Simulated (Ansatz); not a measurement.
# CdInCl3 (model cell, started as cubic perovskite with Cd in the octahedra): following an unstable mode, part 3 of 3

Aim: this structure of CdInCl3 (model cell, started as cubic perovskite with Cd in the octahedra) is to be tested for unstable modes, and one is followed downhill.

Ansatz 0.2.0; DFT PBEsol, scalar-relativistic, plane waves, PAW; PAW set soft_1.

So far. Step 5 (Energy along the mode, all amplitudes (two of the runs …): The lowest of the steps tried is the last one, at 0.6 Å, 22.7 meV/atom below the parent; the bottom of the well need not coincide with a step. Step 7 (The new phase in its own primitive cell): The largest force component left is 0.20 meV/Å and the pressure is -0.002 GPa, within the tolerances set. The cell now holds 26.15 Å³/atom. The relaxed cell has a = 7.049, c = 5.263 Å (conventional setting).

The structure was built from a prototype and need not be the compound's stable phase.

### 8. Modes of the new phase, k-mesh 4×4×4

A relaxed structure may still be a saddle point, so its zone-centre modes are computed. The response to a homogeneous field gives the Born charges and the dielectric tensor.

The input, input.yaml:

```yaml
crystal:
  lattice:
    - [7.048547335, 0.0, 0.0]
    - [0.0, 7.048547335, 0.0]
    - [0.0, 0.0, 5.2632679419]
  atoms:
    - { symbol: In, position: [0.5, 0.0, 0.0] }
    - { symbol: In, position: [0.0, 0.5, 0.0] }
    - { symbol: Cd, position: [0.0, 0.0, 0.5] }
    - { symbol: Cd, position: [0.5, 0.5, 0.5] }
    - { symbol: Cl, position: [0.8174351693, 0.3174351693, 0.5] }
    - { symbol: Cl, position: [0.1825648307, 0.6825648307, 0.5] }
    - { symbol: Cl, position: [0.6825648307, 0.8174351693, 0.5] }
    - { symbol: Cl, position: [0.3174351693, 0.1825648307, 0.5] }
    - { symbol: Cl, position: [0.0, 0.0, 0.0] }
    - { symbol: Cl, position: [0.5, 0.5, 0.0] }
kpoints:
  mp_grid: { grid: [4, 4, 4] }
hamiltonian:
  xc: pbesol
  pseudopotentials: { kind: paw, azcp: { folder: soft_1 }, xc_functional: pbe }
scf:
  occupations: { method: fixed }
output:
  eigenvalues: true
phonons:
  method: dfpt
  dielectric: true
  rigid_motions: translations
```

Started as:

```bash
ansatz run input.yaml --threads 4 --pin off --max-ram 16384MiB --backend cpu --events-out ev --progress --plain --runs-dir out
```

Numbers of over 12 decimals in the logs are rounded to 6 here.

Log:

```text
[...]
Crystal: 10 atoms, lattice volume = 261.490 Å³
Basis set: ecut = 420 eV, 5133 PW (Γ), exchange–correlation on 96×96×72 points (8 copies of the dense FFT grid, shifted against one another)
Bands: 65, of which v1, the nominal top of the filled ones, is band 54 counted from 1 (53 counted from 0)
Symmetry: 16 space group operations
k-points: 36 of 64 (irreducible under 1 space group operation, time reversal used)
[...]
SCF iter   1: F=—  HF=-33796.585473 eV  |F-HF|=—  |Δ(HF+E_count)|=         —  Δρ=5.31e-2  dr2=8.64e0  ethr=3.10e-3  ⟨swp⟩=4.9  Hψ=7612  notcnv=0  defer=297
[...]
SCF iter  11: F=-33793.251241 eV  HF=-33793.251241 eV  |F-HF|=7.28e-12  |Δ(HF+E_count)|=  2.76e-10  Δρ=7.54e-8  dr2=1.94e-11  ethr=1.00e-12  ⟨swp⟩=18.4  Hψ=16660  notcnv=0
SCF 1 converged in 11 iterations: F = -33793.251241 eV  dr2 = 1.94e-11
[...]
DFPT response loops at Γ: preconditioner auto → Resta (q_TF=auto, 2.354 Å⁻¹)  ε∞=6.1 (no band partly filled); β = 1.00, the filter's whole step (`scf.mixing.beta` (0.50) is not read by the response loops at its default; to damp them type it under 1.00, their step now; it binds the ground state too); Broyden in place of MSR1
── the response to a field inside a basis, on 4×4×4 k-points: an SCF that follows is theirs, and a resumed run solves both again ──
Bands: 55, of which v1, the nominal top of the filled ones, is band 54 counted from 1 (53 counted from 0)
k-points: 6 of 64
[...]
Eigensolver: Dense (6 Hₖ)
SCF iter   1: F=—  HF=-33792.886466 eV  |F-HF|=—  |Δ(HF+E_count)|=         —  Δρ=7.54e-4  dr2=4.77e-4  ethr=1.00e-1
[...]
SCF iter   5: F=-33792.886566 eV  HF=-33792.886566 eV  |F-HF|=4.84e-8  |Δ(HF+E_count)|=   1.14e-7  Δρ=4.58e-6  dr2=6.56e-8  ethr=6.32e-10
SCF 1 converged in 5 iterations: F = -33792.886566 eV  dr2 = 6.56e-8
[...]
WARN: field response: ε∞ stands inside a basis, on 4×4×4 points; the force constants stand on the 4×4×4 k-mesh, whose period is 13.23 times the interband length at k = (0.0000, 0.0000, -0.5000), direct gap 3.773 eV, under 14: take them and everything formed from them as unconverged, and compare with a denser kpoints.mp_grid
SCF converged after 11 iterations
Free energy (F): -33793.251241 eV
[...]
Internal energy: -33793.251241 eV  (E = F + TS)
E sigma→0 (E₀):  -33793.251241 eV
Fermi energy:    4.797419 eV
[...]
--- Band table (eV; the first three rows and the last of 36) ---
  k-point 0: bands = [... 50 lower, 3.3017, 3.3807, 3.8938, 3.9342, 6.3987, 9.1282, 9.1282, 9.2244, ... 7 higher]
  k-point 1: bands = [... 50 lower, 3.4102, 3.8971, 4.0978, 4.3076, 7.1634, 9.3405, 9.3405, 9.6617, ... 7 higher]
  k-point 2: bands = [... 50 lower, 3.9005, 3.9392, 4.1429, 4.6194, 8.3922, 9.3498, 9.4382, 9.4382, ... 7 higher]
  k-point 35: bands = [... 50 lower, 3.9122, 3.9122, 4.7974, 4.7974, 8.2424, 8.2424, 9.3309, 9.3309, ... 7 higher]
--- Phonons (Γ-DFPT): 8 representative perturbations + reference, on 36 of 64 k-points (Σ response iterations 26) ---
  k mesh reduced under 1 symmetry operation, with k and −k counted as one. Each operation leaves every solved perturbation unchanged. A smaller set is not considered because the run solves the response to a homogeneous field
  ASR residual: 9.102e-5 → 0.000e0 eV/Å²; symmetrization residual: 2.690e-5 eV/Å²
  ASR residual per site (eV/Å²): 9.10e-5 9.10e-5 2.39e-5 2.39e-5 1.61e-5 1.61e-5 1.61e-5 1.61e-5 2.97e-5 2.97e-5
  Γ frequencies (cm⁻¹): -27.30 -27.30 -20.13 -20.13 0.00 0.00 0.00 23.23 37.20 41.85 41.85 49.96 56.37 58.69 58.69 72.07 94.52 94.52 99.74 99.74 111.56 141.86 141.86 148.53 153.14 218.20 221.59 244.60 244.60 267.75
  ε∞ (high-frequency dielectric tensor):
        4.462873     0.000000     0.000000
        0.000000     4.462873     0.000000
        0.000000     0.000000     4.663777
  softest optical mode at Γ: -27.30 cm⁻¹; the repairs (sum rule, projections) moved no ω² at Γ by more than (2.54 cm⁻¹)²
  Born effective charges Z* (e; rows j = field, columns β = displacement):
    site 0:
         1.78532   -0.36236    0.00000
        -0.36236    1.78532    0.00000
         0.00000    0.00000    2.51933
    site 1:
         1.78532    0.36236    0.00000
         0.36236    1.78532    0.00000
         0.00000    0.00000    2.51933
    site 2:
         2.68793   -0.03619    0.00000
         0.03619    2.68793    0.00000
         0.00000    0.00000    2.71108
    site 3:
         2.68793    0.03619    0.00000
        -0.03619    2.68793    0.00000
         0.00000    0.00000    2.71108
    site 4:
        -1.56248    0.36382    0.00000
         0.36382   -1.56248    0.00000
         0.00000    0.00000   -1.53092
    site 5:
        -1.56248    0.36382    0.00000
         0.36382   -1.56248    0.00000
         0.00000    0.00000   -1.53092
    site 6:
        -1.56248   -0.36382    0.00000
        -0.36382   -1.56248    0.00000
         0.00000    0.00000   -1.53092
    site 7:
        -1.56248   -0.36382    0.00000
        -0.36382   -1.56248    0.00000
         0.00000    0.00000   -1.53092
    site 8:
        -1.34829    0.03688    0.00000
        -0.03688   -1.34829    0.00000
         0.00000    0.00000   -2.16857
    site 9:
        -1.34829   -0.03688    0.00000
         0.03688   -1.34829    0.00000
         0.00000    0.00000   -2.16857
  Z* charge neutrality: 1.337e-2 e pre-enforcement
  solved inside a basis spanned on kpoints, on 4×4×4 k-points, its susceptibility summed on 6×6×8: ε∞ is read to err by 1.5e-2, Z* by 3.4e-2 e (field_mesh: kpoints solves on kpoints); Z* is corrected for what the basis lacks
  optical modes at Γ without the LO–TO term, one row a degenerate level:
      ω (cm⁻¹)  modes    IR ((D/Å)²/amu)
        -27.30      2             1.1062
        -20.13      2             6.2589
         23.23      1             0.0000
         37.20      1             6.1946
         41.85      2             0.2517
         49.96      1             0.0000
         56.37      1             6.9933
[...]
optical modes at Γ + LO–TO along q̂ = [1.0000, 0.0000, 0.0000]:
      ω (cm⁻¹)  modes    IR ((D/Å)²/amu)
[...]
optical modes at Γ + LO–TO along q̂ = [0.0000, 1.0000, 0.0000]:
      ω (cm⁻¹)  modes    IR ((D/Å)²/amu)
[...]
optical modes at Γ + LO–TO along q̂ = [0.0000, 0.0000, 1.0000]:
      ω (cm⁻¹)  modes    IR ((D/Å)²/amu)
[...]
72.07      1             0.0000
         94.52      2             2.3848
         99.74      2             0.0000
        111.56      1             0.0000
        141.86      2             2.7090
        142.81      1             7.0583
        148.53      1             0.0000
        153.14      1             0.0000
        218.20      1             0.0000
        244.60      2             9.2934
        249.39      1            10.7119
        267.75      1             0.0000
```

It took 3.6 min on 4 threads of Arm Neoverse V2, shared host; peak memory 2.7 GiB.

This step gave:

| Item | Value |
| --- | --- |
| sum-rule residual before enforcement | 9.10e-5 eV/Å² |
| miss of the charge sum rule | 0.01337 e |
| estimated error of the dielectric tensor | 0.01502 |
| estimated error of the Born charges | 0.03387 e |
| point group | 4/mmm |
| highest optical mode at the zone centre (no LO-TO term) | 267.8 cm⁻¹ |
| lowest optical zone-centre mode | -27.3 cm⁻¹ |
| mean high-frequency dielectric constant | 4.530 |
| largest Born charge (third of the trace) | 2.696 e |
| top of the zone-centre spectrum with the field | 267.8 cm⁻¹ |

Without the LO-TO term. Patterns of degenerate modes are one choice out of their space. The modes at Γ (shares of kinetic energy by element, %) (negative means imaginary):

| mode | frequency (cm⁻¹) | symmetry | In % | Cd % | Cl % |
| --- | --- | --- | --- | --- | --- |
| 1 | -27.3 | Eu | 65 | 3 | 32 |
| 2 | -27.3 | Eu | 65 | 3 | 32 |
| 3 | -20.1 | Eu | 64 | 5 | 31 |
| 4 | -20.1 | Eu | 64 | 5 | 31 |
| 5 | 0.0 | acoustic | 34 | 34 | 32 |
| 6 | 0.0 | acoustic | 34 | 34 | 32 |
| 7 | 0.0 | acoustic | 34 | 34 | 32 |
| 8 | 23.2 | B1u | 88 | 0 | 12 |
| 9 | 37.2 | A2u | 63 | 9 | 28 |
| 10 | 41.9 | Eu | 8 | 5 | 87 |
| 11 | 41.9 | Eu | 8 | 5 | 87 |
| 12 | 50.0 | A1u | 0 | 91 | 9 |
| 13 | 56.4 | A2u | 2 | 48 | 49 |
| 14 | 58.7 | Eu | 8 | 48 | 44 |
| 15 | 58.7 | Eu | 8 | 48 | 44 |
| 16 | 72.1 | B1u | 12 | 0 | 88 |
| 17 | 94.5 | Eu | 19 | 13 | 68 |
| 18 | 94.5 | Eu | 19 | 13 | 68 |
| 19 | 99.7 | Eg | 0 | 0 | 100 |
| 20 | 99.7 | Eg | 0 | 0 | 100 |
| 21 | 111.6 | A1g | 0 | 0 | 100 |
| 22 | 141.9 | Eu | 1 | 79 | 20 |
| 23 | 141.9 | Eu | 1 | 79 | 20 |
| 24 | 148.5 | B1g | 0 | 0 | 100 |
| 25 | 153.1 | B2g | 0 | 0 | 100 |
| 26 | 218.2 | A1u | 0 | 9 | 91 |
| 27 | 221.6 | A2u | 0 | 9 | 91 |
| 28 | 244.6 | Eu | 0 | 13 | 87 |
| 29 | 244.6 | Eu | 0 | 13 | 87 |
| 30 | 267.8 | A2g | 0 | 0 | 100 |

Displacements in mode 2 (-27.3 cm⁻¹), the largest set to 1:
```
In1 -0.08 -0.62  0.00
In2  0.50  0.79  0.00
Cd3 -0.13  0.12  0.00
Cd4 -0.01 -0.18  0.00
Cl5 -0.01  0.04  0.00
Cl6 -0.01  0.04  0.00
Cl7 -0.07 -0.08  0.00
Cl8 -0.07 -0.08  0.00
Cl9 -0.02 -1.00  0.00
Cl10-0.72  0.69  0.00
```

Displacements in mode 10 (41.9 cm⁻¹), the largest set to 1:
```
In1  0.05  0.17  0.00
In2 -0.10 -0.19  0.00
Cd3  0.05 -0.14  0.00
Cd4 -0.06  0.14  0.00
Cl5 -0.29 -0.31  0.00
Cl6 -0.29 -0.31  0.00
Cl7 -0.11  0.15  0.00
Cl8 -0.11  0.15  0.00
Cl9  0.81 -0.61  0.00
Cl10 0.17  1.00  0.00
```

Optical modes at the zone centre, without and with the macroscopic field of the longitudinal modes; each column is sorted by frequency, so a row need not hold one and the same mode. Modes with and without the field, by row:

| rank among optical modes | no field (cm⁻¹) | q along (1, 0, 0) (cm⁻¹) | q along (0, 0, 1) (cm⁻¹) |
| --- | --- | --- | --- |
| 1 | -27.3 | -27.3 | -27.3 |
| 2 | -27.3 | -26.4 | -27.3 |
| 3 | -20.1 | -20.1 | -20.1 |
| 4 | -20.1 | 23.2 | -20.1 |
| 5 | 23.2 | 35.3 | 23.2 |
| 6 | 37.2 | 37.2 | 41.9 |
| 7 | 41.9 | 41.9 | 41.9 |
| 8 | 41.9 | 43.6 | 46.8 |
| 9 | 50 | 50 | 50 |
| 10 | 56.4 | 56.4 | 58.7 |
| 11 | 58.7 | 58.7 | 58.7 |
| 12 | 58.7 | 72.1 | 72.1 |
| 13 | 72.1 | 81.8 | 94.5 |
| 14 | 94.5 | 94.5 | 94.5 |
| 15 | 94.5 | 99.7 | 99.7 |
| 16 | 99.7 | 99.7 | 99.7 |
| 17 | 99.7 | 111.6 | 111.6 |
| 18 | 111.6 | 113.7 | 141.9 |
| 19 | 141.9 | 141.9 | 141.9 |
| 20 | 141.9 | 148.5 | 142.8 |
| 21 | 148.5 | 153.1 | 148.5 |
| 22 | 153.1 | 155.6 | 153.1 |
| 23 | 218.2 | 218.2 | 218.2 |
| 24 | 221.6 | 221.6 | 244.6 |
| 25 | 244.6 | 244.6 | 244.6 |
| 26 | 244.6 | 266.6 | 249.4 |
| 27 | 267.8 | 267.8 | 267.8 |

Born charge (rows field, columns displacement) (e), principal values of the symmetric part by kind of site:

| atom | atoms with these values | low | middle | high | mean |
| --- | --- | --- | --- | --- | --- |
| In1 | 2 | 1.42 | 2.15 | 2.52 | 2.03 |
| Cd3 | 2 | 2.69 | 2.69 | 2.71 | 2.70 |
| Cl5 | 4 | -1.93 | -1.53 | -1.20 | -1.55 |
| Cl9 | 2 | -2.17 | -1.35 | -1.35 | -1.62 |

In full for Cl9:

```
-1.35  0.04  0.00
-0.04 -1.35  0.00
 0.00  0.00 -2.17
```

High-frequency dielectric tensor:

```
4.46 0.00 0.00
0.00 4.46 0.00
0.00 0.00 4.66
```

Transverse modes; imaginary modes are left out. Infrared lines, with heights relative to the strongest:

| position (cm⁻¹) | label | relative intensity |
| --- | --- | --- |
| 23 | B1u | 0.0 |
| 37 | A2u | 67 |
| 42 | Eu | 2.7 |
| 50 | A1u | 0.0 |
| 56 | A2u | 75 |
| 59 | Eu | 51 |
| 72 | B1u | 0.0 |
| 94 | Eu | 26 |
| 100 | Eg | 0.0 |
| 112 | A1g | 0.0 |
| 142 | Eu | 29 |
| 148 | B1g | 0.0 |
| 153 | B2g | 0.0 |
| 218 | A1u | 0.0 |
| 222 | A2u | 50 |
| 245 | Eu | 100 |
| 268 | A2g | 0.0 |

Before it was imposed, the acoustic sum rule was missed by 9.1e-5 eV/Å² and the charge sum rule by 0.013 e. Small misses are needed for a sound result but don't prove that mesh and cutoff are converged. The lowest optical mode is imaginary, 27.3i cm⁻¹, so the energy falls along it.

The log warns of the k mesh: “the force constants stand on the 4×4×4 k-mesh, whose period is 13.23 times the interband length at k = (0.0000, 0.0000, -0.5000), direct gap 3.773 eV, under 14: take them and everything formed from them as unconverged”.

### 9. What came out

- unstable mode of the parent: q = (0, -0.5, -0.5), 72i cm⁻¹
- depth at the lowest point sampled: 22.7 meV/atom
- largest atomic shift at that point: 0.6 Å
- space group reached (within 0.01 Å): P4/mbm
- energy gained over the parent (first relaxation, on the mesh of the frozen mode): 29.3 meV/atom
- volume per atom, phase reached: 26.1 Å³
- gap on the k-mesh, phase reached: 1.60 eV
- lowest optical zone-centre mode, phase reached: -27.3 cm⁻¹
- highest optical mode at the zone centre (no LO-TO term), phase reached: 268 cm⁻¹

**Reading.** Along this mode the structure falls into P4/mbm, 29.3 meV/atom below the parent. At the parent's cell the well is 22.73 meV/atom deep on the steps tried, with its lowest point at a shift of 0.6 Å. That is the last step tried, so the steps alone don't bracket the bottom of the well. Relaxing atoms and cell changes the gain by +6.57 meV/atom against the lowest step (energies at zero smearing). The new phase still has an imaginary mode at the zone centre of its cell, so it is a saddle point on the way to a lower structure. Of the 4 patterns followed to their end from this parent, this one ends 2.70 meV/atom above the lowest, Imma. Another end point lies within 1 meV/atom; how such a difference moves with mesh and cutoff was not tested. Each path keeps the symmetry of its pattern, so a lower phase may lie along a pattern not tried. With the field response the log warns that the k mesh is coarse for the force constants too, so the frequencies may not be converged. The PAW files were made for PBE and serve the other functionals too. The starting cell was built on a prototype and not taken from a measurement, so the phase need not exist.

[Logs are printed without paths, hosts, clocks, repeated set-up lines and the standing remarks that a program may print on its own settings, such as how far it seeks lower states.]

[Hosts, paths, dates, database ids (printed as entryN), source tags and the programs' standing remarks are cut or masked in the printed files.]
